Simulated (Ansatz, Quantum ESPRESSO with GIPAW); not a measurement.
# From a field gradient to a quadrupolar line: 71Ga in GaN

A plane-wave PAW calculation (PBE, Ansatz) gives this electric field gradient, in 10²¹ V/m² and Cartesian axes, at one Ga site of GaN (atom 1; GaN4; site symmetry 3m):

```
     -0.2014        0.0000        0.0000
      0.0000       -0.2014        0.0000
      0.0000        0.0000        0.4028
```

71Ga has spin 3/2, Q = 0.107 barn and |γ|/2π = 13.0208 MHz/T. The cell is the P6_3mc form of a database entry, atoms relaxed, static and at 0 K. 

**Task.** Find C_Q, η_Q and ν_Q, and the shift and width of the central transition under fast MAS at 16.4 T and 20 T.

1. The tensor is symmetric and traceless. Its eigenvalues, ordered by size, are V_xx = -0.2014, V_yy = -0.2014 and V_zz = 0.4028.

2. η_Q = (V_xx − V_yy)/V_zz = 0.000.

3. C_Q = eQV_zz/h. One unit of 10²¹ V/m² with one barn gives 24.18 MHz, so C_Q = 24.18 × 0.107 × 0.4028 = 1.042 MHz. A spectrum shows its size, not its sign.

4. ν_Q = 3C_Q/[2I(2I−1)] = 0.521 MHz in size, and P_Q = |C_Q|√(1 + η²/3) = 1.042 MHz.

5. The resonances lie at ν0 = 213.54 and 260.42 MHz, so ν_Q/ν0 is 0.002 at most and second order holds. The centre of gravity moves by δ_Q = −(3/40)(P_Q/ν0)² F × 10⁶ ppm, with F = [I(I+1) − 3/4]/[I²(2I−1)²] = 0.3333: -0.595 ppm at 16.4 T and -0.400 ppm at 20 T.

6. Summing the second-order term over orientations gives a full width of 1.28 ppm (0.27 kHz) and 0.858 ppm (0.22 kHz). In ppm both fall as 1/B²: (16.4/20)² = 0.672. The spinning rate must pass the static width for this shape to show cleanly.

[Banner, clock, file and message-heading lines were taken out of the pw.x and gipaw.x logs.]

[Logs are printed without paths, hosts, clocks, repeated set-up lines and the standing remarks that a program may print on its own settings, such as how far it seeks lower states.]

[Hosts, paths, dates, database ids (printed as entryN), source tags and the programs' standing remarks are cut or masked in the printed files.]
